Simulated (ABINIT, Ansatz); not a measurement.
## LiNbO3 (R3c): changed settings of a GW run in ABINIT

A base run on LiNbO3 (R3c), then changed inputs.

Main program and level: ABINIT 10.8.3; PBE and many-body steps on it, plane waves.

Most raw output is cut from this account.

## (1) Starting point

The structure is trigonal, space group R3c (No. 161). Conventional cell: a = 5.152 Å, b = 5.152 Å, c = 13.869 Å, α = 90.00°, β = 90.00°, γ = 120.00°. Nearest to Li lie 6 O at 2.07 to 2.24 Å. Nearest to Nb lie 6 O at 1.88 to 2.13 Å. O has 2 Nb at 1.88 to 2.13 Å and 2 Li at 2.07 to 2.24 Å nearest. Farther neighbours and most contacts between anions are not listed.

The cell and positions come from the Crystallography Open Database and are kept as given unless a step says otherwise.

## (2) Screening, 4×4×4 mesh, 233 bands, screening to 141.5 eV

This step: ABINIT 10.8.3; RPA screening on PBE, plane waves, norm-conserving pseudopotentials.

The RPA dielectric matrix is built and inverted for each q.

Contents of run.abi:

```
acell 3*1.0 Angstrom
rprim 
  2.575800000019 1.487138823389 4.623000000000
  -2.575800000018 1.487138823389 4.623000000000
  0.000000000000 -2.974277646779 4.623000000000
ntypat 3
znucl 3 41 8
natom 10
typat 1 1 2 2 3 3 3 3 3 3
xred 
  0.281500000000 0.281500000000 0.281500000000
  0.781500000000 0.781500000000 0.781500000000
  0.000055000000 0.000055000000 0.000055000000
  0.500055000000 0.500055000000 0.500055000000
  0.112310000000 0.358360000000 0.719590000000
  0.719590000000 0.112310000000 0.358360000000
  0.358360000000 0.719590000000 0.112310000000
  0.219590000000 0.858360000000 0.612310000000
  0.858360000000 0.612310000000 0.219590000000
  0.612310000000 0.219590000000 0.858360000000
pp_dirpath "pseudos"
pseudos "Li.upf, Nb.upf, O.upf"
ecut 37
ngkpt 4 4 4
nshiftk 1
shiftk 0 0 0
kptopt 1
chksymbreak 0
istwfk *1
occopt 1
irdwfk 1
optdriver 3
nband 233
ecuteps 5.2
inclvkb 2
awtr 1
symchi 1
indata_prefix "in"
outdata_prefix "out"
tmpdata_prefix "tmp"
```

Started as:

```console
OMP_NUM_THREADS=1 mpirun -n 16 abinit run.abi > log
```

Elapsed: 6.6 min, on 16 MPI ranks of Arm Neoverse V2, shared host; peak memory 13 GiB; 1.8 h of CPU time.

Numbers from this step:

```yaml
eps_infinity_with_local_fields_on_this_mesh_along_the_program_s_q_direction: 5.018
the_same_without_local_fields: 5.625
plasma_frequency: 29.71 eV
plane_waves_in_the_screening_matrix: 405
```

Local fields lower ε∞ by 11 %.

## (3) Base

The self-energy is evaluated for the states that the input lists, and the levels follow from it, in one-shot runs by the linearised quasiparticle equation.

This step: G0W0 on PBE, plane waves, norm-conserving pseudopotentials.

run.abi, as its differences from that of step 2:

```diff
@@ -31,8 +31,17 @@
 irdwfk 1
-optdriver 3
+optdriver 4
 nband 233
+gwcalctyp 0
+ecutsigx 37
+symsigma 1
+nkptgw 2
+kptgw 
+  0.0000000000 0.0000000000 0.0000000000
+  0.5000000000 0.2500000000 0.0000000000
+bdgw 
+  33 36
+  33 36
 ecuteps 5.2
-inclvkb 2
-awtr 1
-symchi 1
+irdscr 1
+ppmodel 1
 indata_prefix "in"
```

Wall time 44 s (16 MPI ranks); peak memory 7.1 GiB.

This step gave:

```yaml
g0w0_gap_on_the_points_computed: 5.081 eV
starting_gap_on_the_mesh: 3.616 eV
k_of_the_valence_top: 0, 0, 0
k_of_the_conduction_bottom: 0.5, 0.25, 0
z_at_the_valence_top: 0.775
z_at_the_conduction_bottom: 0.812
least_direct_g0w0_gap_on_the_computed_points: 5.093 eV
```

The gap on the mesh goes from 3.62 eV to 5.08 eV, a correction of +1.47 eV.

## (4) Exchange cutoff

run.abi, as its differences from that of step 3:

```diff
@@ -34,3 +34,3 @@
 gwcalctyp 0
-ecutsigx 37
+ecutsigx 11.1
 symsigma 1
```

It took 39 s on 16 MPI ranks; peak memory 7 GiB; 10 min of CPU time.

Numbers from this step:

| Quantity | Value |
| --- | --- |
| G0W0 gap on the points computed | 4.937 eV |
| starting gap on the mesh | 3.616 eV |
| k of the valence top | 0, 0, 0 |
| k of the conduction bottom | 0.5, 0.25, 0 |
| Z at the valence top | 0.775 |
| Z at the conduction bottom | 0.812 |
| least direct G0W0 gap on the computed points | 4.955 eV |

## (5) Side by side

Times are wall times on 16 MPI ranks of Arm Neoverse V2, shared host, good to a factor of about two. A run's time includes the screening step that it read.

| run | mesh | bands | screening cutoff (eV) | DFT gap (eV) | gap on the mesh (eV) | direct (eV) | ε∞ used | time |
| --- | --- | --- | --- | --- | --- | --- | --- | --- |
| base | 4×4×4 | 233 | 141.5 | 3.616 | 5.081 | 5.093 | 5.02 | 7.3 min |
| exchange cutoff | 4×4×4 | 233 | 141.5 | 3.616 | 4.937 | 4.955 | 5.02 | 7.2 min |

## (6) Outcome

| Quantity | Value |
| --- | --- |
| base | 5.081 eV |
| exchange cutoff | 4.937 eV |
| known limits | not at the basis limit; no spin-orbit coupling |

What this shows: Exchange cutoff: −0.144 eV against base (keys changed: ecutsigx). Bands and cutoff are finite, so the gap is not at the basis limit. The miss can reach some tenths of an eV and take either sign; the mesh is an error of its own. In the first G0W0 run levels were corrected at 2 k points alone, so a gap called «on the mesh» is the least over those, and an edge elsewhere would be missed. The many-body steps are scalar-relativistic: spin-orbit coupling is not in them.

[Paths, hosts, dates, memory and timing lines, banners, echoed tables and standing remarks are left out of the program output.]

[Logs are printed without paths, hosts, clocks, repeated set-up lines and the standing remarks that a program may print on its own settings, such as how far it seeks lower states.]

[Runs of the session that timed out or met a known fault of the program may be left out.]

[No measured gap is set beside runs whose start may be inverted or whose files or cutoffs have a known fault.]

[Hosts, paths, dates, database ids (printed as entryN), source tags and the programs' standing remarks are cut or masked in the printed files.]

[G0W0 gaps are taken among the corrected bands and points alone; a level outside them can change the order at an edge.]

[Where Ansatz stands beside ABINIT at settings called matched, ABINIT's density can come from a denser mesh and the files from another edition; pairs whose starting gaps differed by over 0.03 eV were left out, so agreement reads better than it is.]
